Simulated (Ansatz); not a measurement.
# Resistivity from frozen vibrations: Os(0001) with 2 thermally displaced layers, 2x2

Aim: the resistivity of Os at 500 K from frozen thermal displacements between perfect leads.

Calculated with Ansatz 0.2.0; Ansatz plane-wave DFT, PBE, PAW files; ballistic transport by layer matching (Landauer), zero bias; PAW set soft_1.

Most raw output is cut from this account.

### Step 1. The starting structure

The cell holds 48 atoms: 48 Os. Its edges and angles: a = 5.468 Å, b = 5.468 Å, c = 25.918 Å, α = 90.0°, β = 90.0°, γ = 120.0°. It derives from Os. Regions: lead, 40 atoms (40 Os); scattering region, 8 atoms (8 Os). The structure is stacked along c, and the current runs across the ab planes.

### Step 2. With 2 displaced layers

Each atom of 2 layers is moved at random, by amounts drawn from a normal law 0.0396 Å wide in each direction from the Debye model (500 K) at 500 K. The layers about the cell's end stay perfect and serve as the lead. Disorder leaves little or no symmetry, which makes such runs dear. Energies from -0.05 to 0.05 eV in steps of 0.05 eV are too few for the program's thermal sum, so it prints no conductance; for a metal the transmission near the Fermi level serves, at a fraction of the cost.

File input.yaml:

```yaml
crystal:
  lattice:
    - [5.4682, 0.0, 0.0]
    - [-2.7341, 4.735600113, 0.0]
    - [0.0, 0.0, 25.9182]
  atoms:
    - { symbol: Os, position: [0.1666666667, 0.3333333333, 0.0416666667] }
    - { symbol: Os, position: [0.1666666667, 0.8333333333, 0.0416666667] }
    - { symbol: Os, position: [0.6666666667, 0.3333333333, 0.0416666667] }
    - { symbol: Os, position: [0.6666666667, 0.8333333333, 0.0416666667] }
    - { symbol: Os, position: [0.3333333333, 0.1666666667, 0.125] }
    - { symbol: Os, position: [0.3333333333, 0.6666666667, 0.125] }
    - { symbol: Os, position: [0.8333333333, 0.1666666667, 0.125] }
    - { symbol: Os, position: [0.8333333333, 0.6666666667, 0.125] }
[... 36 atom lines left out ...]
    - { symbol: Os, position: [0.3333333333, 0.1666666667, 0.9583333333] }
    - { symbol: Os, position: [0.3333333333, 0.6666666667, 0.9583333333] }
    - { symbol: Os, position: [0.8333333333, 0.1666666667, 0.9583333333] }
    - { symbol: Os, position: [0.8333333333, 0.6666666667, 0.9583333333] }
kpoints:
  mp_grid: { grid: [5, 5, 1] }
hamiltonian:
  xc: pbe
  pseudopotentials: { kind: paw, azcp: { folder: soft_1 } }
scf:
  occupations: { method: fermi_dirac, width: 0.1 }
output:
  transmission:
    leads: [[0, 8]]
    kmesh: [10, 10]
    e_range: [-0.05, 0.05]
    de: 0.05
  write_potential: true
  write_density: true
  volumetric_format: npy
  elf: true
```

Run with:

```console
$ ansatz run input.yaml --threads 4 --pin off --max-ram 15360MiB --backend cpu --events-out ev --progress --plain --runs-dir out
```

Wall time 7.9 min (4 threads of Arm Neoverse V2, shared host); peak memory 6.6 GiB; 29 min of CPU time.

This step gave:

| Item | Value |
| --- | --- |
| free energy | -546523.5560 eV |
| energy at zero smearing | -546523.0087 eV |
| Fermi energy | 26.05 eV |
| cell area | 25.90 Å² |
| transmission per spin nearest the Fermi level | 4.336 |
| open channels per spin nearest the Fermi level | 4.53 |
| step of the lead's potential | 1.9 meV |

Per spin. Table of transmission, zone mean by energy, zero at the Fermi level:

```csv
energy (eV),"transmission, zone mean"
-0.0500,4.56
0.0000,4.34
0.0500,4.38
```

Per spin. Table of open channels, zone mean, lead by energy, zero at the Fermi level:

```csv
energy (eV),"open channels, zone mean, lead"
-0.0500,4.74
0.0000,4.53
0.0500,4.55
```

Transmission over k1 and k2. At 0.0000 eV from the Fermi level.

Ten even steps from '0' (2.0) to '9' (10.8):
```
2233322101
1333333100
1333333310
1333553331
4233595332
1133355333
1013333333
1001333333
2101223332
4011141110
```
Columns: k1 (b1) from -0.5 to 0.4; rows upwards: k2 (b2) from -0.5 to 0.4.

Open channels over k1 and k2. At 0.0000 eV from the Fermi level.

Values, 10 rows by 10 columns:
```
 4.0  5.0  5.0  5.0  5.0  5.0  4.0  3.0  2.0  3.0
 3.0  5.0  5.0  5.0  5.0  5.0  5.0  3.0  2.0  2.0
 3.0  5.0  5.0  5.0  5.0  5.0  5.0  5.0  3.0  3.0
 4.0  5.0  5.0  5.0  7.0  7.0  5.0  5.0  5.0  4.0
 6.0  5.0  5.0  5.0  7.0 11.0  7.0  5.0  5.0  5.0
 4.0  4.0  5.0  5.0  5.0  7.0  7.0  5.0  5.0  5.0
 3.0  3.0  3.0  5.0  5.0  5.0  5.0  5.0  5.0  5.0
 3.0  2.0  2.0  3.0  5.0  5.0  5.0  5.0  5.0  5.0
 4.0  3.0  2.0  3.0  4.0  5.0  5.0  5.0  5.0  5.0
 6.0  3.0  3.0  3.0  4.0  6.0  4.0  3.0  3.0  3.0
```
Columns: k1 (b1) from -0.5 to 0.4; rows upwards: k2 (b2) from -0.5 to 0.4.

ELF in the ca plane at fractional y = 0.166, with atoms of Os within 0.2 Å of it. It is the smooth field of the valence electrons, not physical close to the nuclei.

Ten even steps from '0' (0.25) to '9' (0.59), each cell a mean:
```
10023158842310122279732211122378622200132488
31131298971221231597951321231698941321221798
32231397881221220596950221221696941321321887
21122289961321122389831210121499832211231699
12212124422212212124212111112135312122122244
14410222222025301212221024201222221035202222
14410222222025301211121024201222221035202222
11112124412211112135312201022135313111122144
21122289961320132399951310131599832310231699
32231396881232231496971221221696941321321886
21132298971221131398961321231698941311221798
11123158732311122268632310132278622211132478
13311212212124311212212123112112122133112122
15410223222025401233331035201223220045202233
13311212112113212113212134202112112023112112
```
Columns run along c (16.0 Å, from fractional 0.19 to 0.81 of the cell), rows up along a (5.5 Å). Atoms in or near the plane, at fractional coordinates: Os at (0.29, 0.33), Os at (0.29, 0.83), Os at (0.46, 0.33), Os at (0.46, 0.85), Os at (0.62, 0.33), Os at (0.62, 0.83), Os at (0.79, 0.33), Os at (0.79, 0.83).

Electrostatic potential energy in the ca plane at fractional y = 0.166, with atoms of Os within 0.2 Å of it. With pseudopotentials it is smooth inside the atoms' cores, unlike the true potential.

Values in eV, 8 rows by 16 columns, each cell a mean:
```
 22  22 -25  -8  22  22 -13 -25  20  20   7 -33  15  21  19 -31
 24  21 -37 -18  24  24 -20 -32  22  24   0 -46  12  24  16 -44
  9  19   7  14  14  14  15  11  20  11  19   3  21   7  21   3
  2  17  19  22   9  10  22  19  18   7  23  18  22   0  21  18
 22  22 -25  -8  22  23  -8 -25  22  23   7 -33  15  21  19 -31
 24  21 -37 -18  24  24 -17 -37  21  25   1 -46  12  24  16 -44
  9  19   7  14  14  14  14   7  19  12  20   3  21   7  21   3
  2  17  19  22   9   9  20  18  14   1  23  18  22   0  21  18
```
Columns run along c (16.0 Å, from fractional 0.19 to 0.81 of the cell; values clipped at the 3rd and 97th percentile), rows up along a (5.5 Å). Atoms in or near the plane, at fractional coordinates: Os at (0.29, 0.33), Os at (0.29, 0.83), Os at (0.46, 0.33), Os at (0.46, 0.85), Os at (0.62, 0.33), Os at (0.62, 0.83), Os at (0.79, 0.33), Os at (0.79, 0.83).

Valence density in the ca plane at fractional y = 0.166, with atoms of Os within 0.2 Å of it. It is the smooth field of the valence electrons, not physical close to the nuclei.

Ten even steps from '0' (0.3 e/Å³) to '9' (8.3 e/Å³), each cell a mean:
```
00000024310000000035310000000134200000000134
00000158830000000279720000000279610000000388
00000169940000000279720000000389720000000499
00000036520000000146410000000156410000000266
00000001100000000001000000000011100000000011
01100000000001100000000001000000000011000000
01100000000001100000000001000000000011000000
00000001100000000011100000000011100000000011
00000036620000000147520000000157410000000266
00000169940000000279830000000389720000000499
00000158730000000168720000000278610000000388
00000024310000000024310000000134200000000134
01100000000001100000000001000000000011000000
01100000000011100000000012100000000011000000
01100000000001000000000011000000000001000000
```
Columns run along c (16.0 Å, from fractional 0.19 to 0.81 of the cell), rows up along a (5.5 Å). Atoms in or near the plane, at fractional coordinates: Os at (0.29, 0.33), Os at (0.29, 0.83), Os at (0.46, 0.33), Os at (0.46, 0.85), Os at (0.62, 0.33), Os at (0.62, 0.83), Os at (0.79, 0.33), Os at (0.79, 0.83).

Over the solved energies the transmission per spin lies between 4.34 and 4.56, out of 4.61 channels of the lead on average (up to 4.74).

### Step 3. With 6 displaced layers

Each atom of 6 layers is moved at random, by amounts drawn from a normal law 0.0396 Å wide in each direction from the Debye model (500 K) at 500 K. A fresh draw is used; the growth of the resistance with length is what counts.

System of this step: Os(0001) with 6 thermally displaced layers, 2x2. The cell holds 64 atoms: 64 Os. Its edges and angles: a = 5.468 Å, b = 5.468 Å, c = 34.558 Å, α = 90.0°, β = 90.0°, γ = 120.0°. It derives from Os. Regions: lead, 40 atoms (40 Os); scattering region, 24 atoms (24 Os). The structure is stacked along c, and the current runs across the ab planes.

File input.yaml:

```yaml
crystal:
  lattice:
    - [5.4682, 0.0, 0.0]
    - [-2.7341, 4.735600113, 0.0]
    - [0.0, 0.0, 34.5576]
  atoms:
    - { symbol: Os, position: [0.1666666667, 0.3333333333, 0.03125] }
    - { symbol: Os, position: [0.1666666667, 0.8333333333, 0.03125] }
    - { symbol: Os, position: [0.6666666667, 0.3333333333, 0.03125] }
    - { symbol: Os, position: [0.6666666667, 0.8333333333, 0.03125] }
    - { symbol: Os, position: [0.3333333333, 0.1666666667, 0.09375] }
    - { symbol: Os, position: [0.3333333333, 0.6666666667, 0.09375] }
    - { symbol: Os, position: [0.8333333333, 0.1666666667, 0.09375] }
    - { symbol: Os, position: [0.8333333333, 0.6666666667, 0.09375] }
[... 52 atom lines left out ...]
    - { symbol: Os, position: [0.3333333333, 0.1666666667, 0.96875] }
    - { symbol: Os, position: [0.3333333333, 0.6666666667, 0.96875] }
    - { symbol: Os, position: [0.8333333333, 0.1666666667, 0.96875] }
    - { symbol: Os, position: [0.8333333333, 0.6666666667, 0.96875] }
kpoints:
  mp_grid: { grid: [5, 5, 1] }
hamiltonian:
  xc: pbe
  pseudopotentials: { kind: paw, azcp: { folder: soft_1 } }
scf:
  occupations: { method: fermi_dirac, width: 0.1 }
output:
  transmission:
    leads: [[0, 8]]
    kmesh: [10, 10]
    e_range: [-0.05, 0.05]
    de: 0.05
  write_potential: true
  write_density: true
  volumetric_format: npy
```

It took 13 min on 4 threads; peak memory 10 GiB; 48 min of CPU time.

This step gave:

| Property | Result |
| --- | --- |
| free energy | -728697.6585 eV |
| energy at zero smearing | -728696.9001 eV |
| Fermi energy | 26.08 eV |
| transmission per spin nearest the Fermi level | 4.099 |
| open channels per spin nearest the Fermi level | 4.55 |
| step of the lead's potential | 3.8 meV |

Per spin. Transmission, zone mean against energy, zero at the Fermi level:

```csv
energy (eV),"transmission, zone mean"
-0.0500,4.07
0.0000,4.10
0.0500,4.07
```

Over the solved energies the transmission per spin lies between 4.07 and 4.10, out of 4.53 channels of the lead on average (up to 4.55).

### Step 4. With 10 displaced layers

Each atom of 10 layers is moved at random, by amounts drawn from a normal law 0.0396 Å wide in each direction from the Debye model (500 K) at 500 K. A fresh draw is used; the growth of the resistance with length is what counts.

System of this step: Os(0001) with 10 thermally displaced layers, 2x2. The cell holds 80 atoms: 80 Os. Cell: a = 5.468 Å, b = 5.468 Å, c = 43.197 Å, α = 90.0°, β = 90.0°, γ = 120.0°. It derives from Os. Regions: lead, 40 atoms (40 Os); scattering region, 40 atoms (40 Os). The structure is stacked along c, and the current runs across the ab planes.

File input.yaml:

```yaml
crystal:
  lattice:
    - [5.4682, 0.0, 0.0]
    - [-2.7341, 4.735600113, 0.0]
    - [0.0, 0.0, 43.197]
  atoms:
    - { symbol: Os, position: [0.1666666667, 0.3333333333, 0.025] }
    - { symbol: Os, position: [0.1666666667, 0.8333333333, 0.025] }
    - { symbol: Os, position: [0.6666666667, 0.3333333333, 0.025] }
    - { symbol: Os, position: [0.6666666667, 0.8333333333, 0.025] }
    - { symbol: Os, position: [0.3333333333, 0.1666666667, 0.075] }
    - { symbol: Os, position: [0.3333333333, 0.6666666667, 0.075] }
    - { symbol: Os, position: [0.8333333333, 0.1666666667, 0.075] }
    - { symbol: Os, position: [0.8333333333, 0.6666666667, 0.075] }
[... 68 atom lines left out ...]
    - { symbol: Os, position: [0.3333333333, 0.1666666667, 0.975] }
    - { symbol: Os, position: [0.3333333333, 0.6666666667, 0.975] }
    - { symbol: Os, position: [0.8333333333, 0.1666666667, 0.975] }
    - { symbol: Os, position: [0.8333333333, 0.6666666667, 0.975] }
kpoints:
  mp_grid: { grid: [5, 5, 1] }
hamiltonian:
  xc: pbe
  pseudopotentials: { kind: paw, azcp: { folder: soft_1 } }
scf:
  occupations: { method: fermi_dirac, width: 0.1 }
output:
  transmission:
    leads: [[0, 8]]
    kmesh: [10, 10]
    e_range: [-0.05, 0.05]
    de: 0.05
  write_potential: true
  write_density: true
  volumetric_format: npy
```

Wall time 22 min (4 threads); peak memory 8.6 GiB; 81 min of CPU time.

This step gave:

- free energy: -910871.6032 eV
- energy at zero smearing: -910870.7363 eV
- Fermi energy: 26.07 eV
- transmission per spin nearest the Fermi level: 3.715
- step of the lead's potential: 1.8 meV

Per spin. Transmission, zone mean against energy, zero at the Fermi level:

```csv
energy (eV),"transmission, zone mean"
-0.0500,3.67
0.0000,3.72
0.0500,3.69
```

Over the solved energies the transmission per spin lies between 3.67 and 3.72, out of 4.53 channels of the lead on average (up to 4.55).

### Step 5. Resistance against length

This step: Ansatz plane-wave DFT, PBE, PAW files; ballistic transport by layer matching (Landauer), zero bias; resistivity from the slope of the area resistance; PAW set soft_1 (Ansatz 0.2.0).

This step gave:

| Item | Value |
| --- | --- |
| resistivity | 7.965 µΩ cm |
| intercept | -0.01015 fΩ m² |
| scatter about the fit | 0.008077 fΩ m² |

Resistance, by row:

```csv
run,length (Å),T,channels N,RA (fΩ m²)
n2,4.32,4.424,4.607,0.02997
n6,12.96,4.081,4.533,0.08165
n10,21.6,3.694,4.533,0.1676
```

Table of area resistance by length of the displaced region:

```csv
length of the displaced region (Å),area resistance (fΩ m²)
4.32,0.0300
12.96,0.0817
21.60,0.168
```

The area resistance goes from 0.030 to 0.17 fΩ m² between 4.3 and 21.6 Å, a slope of 8.0 µΩ cm.

By hand from the end points: (0.1676 − 0.02997) fΩ m² / (21.60 − 4.32) Å = 8.0 µΩ cm, since 1 fΩ m² per Å is 1000 µΩ cm.

### Step 6. What came out

| Quantity | Value |
| --- | --- |
| resistivity from the slope | 7.97 µΩ cm |
| area resistance over 4.32 Å | 0.0300 fΩ m² |
| area resistance over 13.0 Å | 0.0817 fΩ m² |
| area resistance over 21.6 Å | 0.168 fΩ m² |

What this shows: The slope gives 8.0 µΩ cm. The points scatter by 0.0081 fΩ m² about the line, with one random draw a length in a 2x2 cell, so the slope is a rough value. The mean square of the displacements drawn is 0.73, 0.99 and 0.93 of the nominal one at the three lengths; with each resistance scaled back by that, the slope is 8.1 µΩ cm, the value used below. The lead's own channel count moves between the runs (4.61, 4.53 and 4.53), which shifts RA and the slope too. Read with a model of isotropic scattering on a spherical Fermi surface and the lead's 1.4×10¹⁵ S/m², this slope means a mean free path near 76 Å; over these lengths the model's slope is 1.14 times its bulk resistivity, which would be 7.2 µΩ cm. Uncorrelated displacements put too much weight on short waves, which scatter strongly; with the sideways repeat of a small cell, one draw and three short lengths, the method is good to a factor of two or three. Spin-orbit coupling is left out, which matters for Os.

[Logs are printed without paths, hosts, clocks, repeated set-up lines and the standing remarks that a program may print on its own settings, such as how far it seeks lower states.]

[Hosts, paths, dates, database ids (printed as entryN), source tags and the programs' standing remarks are cut or masked in the printed files.]
